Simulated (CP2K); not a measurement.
Consider 3-methoxypyrrole at its PBE geometry (Å).

```xyz
14

C    -2.3511    0.2631    0.2738
O    -1.4503   -0.7888   -0.0841
C    -0.1246   -0.4262   -0.1027
C     0.4662    0.8396    0.1898
C     1.8371    0.6862    0.0285
N     2.0740   -0.6118   -0.3470
C     0.8879   -1.3159   -0.4351
H    -3.3559   -0.1710    0.2406
H    -2.1442    0.6357    1.2904
H    -2.2889    1.1022   -0.4389
H    -0.0362    1.7539    0.4821
H     2.6462    1.3953    0.1550
H     2.9880   -1.0034   -0.5314
H     0.8518   -2.3589   -0.7208
```

Method: CP2K XAS_TDP, all-electron GAPW, PBEh(45%), aug-cc-pVDZ, TDA, no relativity.

Q: Where do the N K-edge lines lie, and how strong are they?

Leading lines: N6 398.24 eV. The leading line of an atom is its first one with 35 % of the strongest within 2.5 eV of its lowest line over the strength cut. 

The first six lines of each atom with a strength over 0.0015:

| atom | energy (eV) | states | strength, one atom |
| --- | --- | --- | --- |
| N6 (bonded to 2 C and H) | 398.24 | 1 | 0.0343 |
|  | 399.01 | 1 | 0.0141 |
|  | 402.23 | 1 | 0.0081 |
|  | 402.39 | 1 | 0.0027 |
|  | 402.48 | 1 | 0.0023 |
|  | 402.76 | 1 | 0.0017 |

Lines are vertical, at one geometry, with no vibrational structure. Without a correction of the core level, line positions, and the gaps between valence and Rydberg lines, follow the share of exact exchange. At this level such K lines come out 3 to 6 eV under measured ones. These values hold no scalar relativity, about 0.2 eV for N 1s. Rydberg lines, and the discretised continuum above threshold, depend on the basis and the box.

[Banner, clock and machine lines of the logs are left out without a mark of their own.]

[Logs are printed without paths, hosts, clocks, repeated set-up lines and the standing remarks that a program may print on its own settings, such as how far it seeks lower states.]

[Hosts, paths, dates, database ids (printed as entryN), source tags and the programs' standing remarks are cut or masked in the printed files.]
